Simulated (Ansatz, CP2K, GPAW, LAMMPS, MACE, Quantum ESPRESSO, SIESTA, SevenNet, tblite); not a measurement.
## Atom list for Liquid Ge at 2600 K (66 atoms)

66 atoms (66 Ge) placed at random at 5.27 g/cm³, melted at 3500 K for 10 ps at fixed volume with the Tersoff potential (Tersoff, Phys. Rev. B 39, 5566 (1989)). Snapshot at the end of a hold of 5 ps at 2600 K and fixed volume.

Calculated values (CP2K 2026.2, Kohn-Sham DFT, PBE, GTH-PBE pseudopotentials, Gaussian and plane waves, TZV2P-MOLOPT (UZH set), diagonalisation; TZV2P-UZH; 350/50 Ry; levels smeared at 580 K; Γ point; density 5.27 g/cm³) for the geometry as built.

Extended XYZ; positions in Å, forces in eV/Å, q the Hirshfeld charge in e:

```xyz
66
Lattice="11.473 0.000 0.000 0.000 11.473 0.000 0.000 0.000 11.473" Properties=species:S:1:pos:R:3:charge:R:1:forces:R:3 pbc="T T T"
Ge 0.443 8.534 11.406 -0.02 0.769 1.327 1.951
Ge 3.054 0.630 5.062 0.01 0.562 0.089 0.319
Ge 1.348 6.847 1.330 -0.02 0.501 -0.310 1.331
Ge 7.210 7.371 5.584 0.01 0.641 0.768 -0.174
Ge 0.168 4.649 1.507 -0.01 -0.592 1.055 -0.704
Ge 8.570 2.108 0.978 0.00 -0.152 0.158 0.201
Ge 5.989 5.292 1.076 0.02 -0.417 0.393 0.771
Ge 3.579 4.120 4.014 -0.01 -0.478 0.895 -0.256
Ge 5.187 6.506 7.597 0.00 -1.478 0.402 0.149
Ge 1.178 3.603 4.788 0.01 0.330 -0.552 0.326
Ge 1.732 5.695 6.118 0.00 -0.082 -0.098 0.365
Ge 5.205 9.807 7.477 -0.01 -0.297 -0.348 -0.198
Ge 6.581 9.740 5.357 0.02 -0.087 0.148 -0.309
Ge 4.534 2.083 3.181 -0.02 -1.439 -1.092 -1.180
Ge 10.070 11.261 4.049 0.04 -0.318 0.182 0.643
Ge 0.388 10.712 1.415 0.00 -1.197 -0.221 -0.934
Ge 6.337 1.768 7.521 0.03 0.995 -0.362 -0.118
Ge 4.134 7.987 3.942 -0.02 0.181 0.228 -0.096
Ge 10.370 7.649 10.020 0.00 -1.513 -0.657 -0.846
Ge 5.834 11.209 9.450 -0.02 -0.689 1.697 0.362
Ge 7.127 5.328 8.129 -0.01 0.475 1.702 3.130
Ge 3.967 2.064 7.157 0.01 -0.437 0.780 -0.140
Ge 4.220 4.308 8.773 0.04 0.530 -0.621 -0.059
Ge 6.924 4.518 4.570 0.04 0.858 -0.819 -0.544
Ge 1.903 9.097 9.676 0.01 1.852 1.357 -0.592
Ge 4.330 8.168 9.338 0.02 0.077 -0.023 -0.286
Ge 9.747 3.045 8.511 -0.03 -0.031 -0.756 -1.285
Ge 6.905 7.667 1.287 -0.01 -0.831 0.627 -0.499
Ge 6.306 3.908 10.576 -0.04 -1.314 0.601 -1.180
Ge 7.759 0.496 5.652 -0.04 0.485 -0.407 0.522
Ge 9.833 9.583 2.336 -0.03 0.440 -1.348 -0.595
Ge 1.104 8.910 7.378 0.00 1.090 1.446 -0.611
Ge 9.339 11.062 7.640 0.02 0.284 -0.241 -0.250
Ge 1.976 3.803 9.715 -0.03 -0.772 0.622 -1.037
Ge 3.612 6.056 1.990 0.05 0.272 -0.521 0.847
Ge 8.489 9.055 9.046 -0.01 0.425 -0.323 -0.489
Ge 10.528 3.969 3.614 0.00 0.249 1.611 -0.220
Ge 9.182 7.060 1.700 -0.02 -0.232 1.858 2.548
Ge 1.934 1.562 8.672 -0.04 -0.587 1.011 -0.331
Ge 1.691 8.450 3.503 -0.01 -0.706 -0.605 -0.696
Ge 3.613 1.950 0.501 -0.01 -0.407 -0.193 1.216
Ge 9.618 5.790 11.411 -0.01 1.270 -1.756 -1.444
Ge 0.050 4.465 7.946 0.04 2.035 0.962 -0.166
Ge 3.107 0.167 10.119 0.00 1.346 -2.212 0.816
Ge 7.982 3.874 6.767 -0.03 0.754 -2.532 -1.958
Ge 10.791 0.970 9.184 0.01 0.342 -0.433 0.756
Ge 1.272 2.818 0.310 0.00 -0.258 0.060 0.660
Ge 3.821 10.956 1.599 0.02 0.866 -0.011 -0.380
Ge 6.734 2.091 3.900 0.01 1.214 0.034 0.674
Ge 11.404 7.024 4.734 0.05 0.910 0.020 0.455
Ge 8.699 3.759 10.407 0.00 -0.563 0.599 1.697
Ge 5.869 9.635 2.699 -0.01 -0.182 -0.010 0.008
Ge 5.950 1.597 11.395 0.04 0.432 -0.763 -0.737
Ge 11.146 7.068 7.667 -0.02 0.509 -1.739 -0.061
Ge 6.466 9.029 10.501 0.00 0.286 -0.670 0.886
Ge 10.772 1.231 0.290 -0.01 0.540 -0.520 -0.951
Ge 0.220 10.876 5.999 0.00 -1.290 -1.457 0.069
Ge 9.153 6.252 4.108 -0.01 -0.756 -0.725 -0.750
Ge 5.110 6.022 5.152 -0.01 -1.126 0.195 -0.005
Ge 3.244 9.473 5.989 0.02 0.046 0.187 -0.268
Ge 9.886 2.346 5.758 0.03 0.324 -0.101 1.565
Ge 0.988 1.531 6.401 -0.01 0.274 1.653 -0.851
Ge 8.849 7.050 7.375 -0.01 -1.543 0.668 0.441
Ge 7.998 10.974 1.657 0.03 -1.062 0.254 -0.264
Ge 9.198 2.060 3.468 -0.03 -0.983 -0.794 -1.855
Ge 1.979 10.986 3.137 -0.03 -0.345 -0.365 0.610
```

The network of bonds at the start is that of the classical potential that made the cell, and needn't be the one that DFT or experiment would give. Only the Γ point is sampled, in a cell whose shortest periodic width is 11 Å.

The r.m.s. force component is 0.895 eV/Å; the longest force, 3.59 eV/Å, acts on Ge21.

[Logs are printed without paths, hosts, clocks, repeated set-up lines and the standing remarks that a program may print on its own settings, such as how far it seeks lower states.]

[Hosts, paths, dates, database ids (printed as entryN), source tags and the programs' standing remarks are cut or masked in the printed files.]
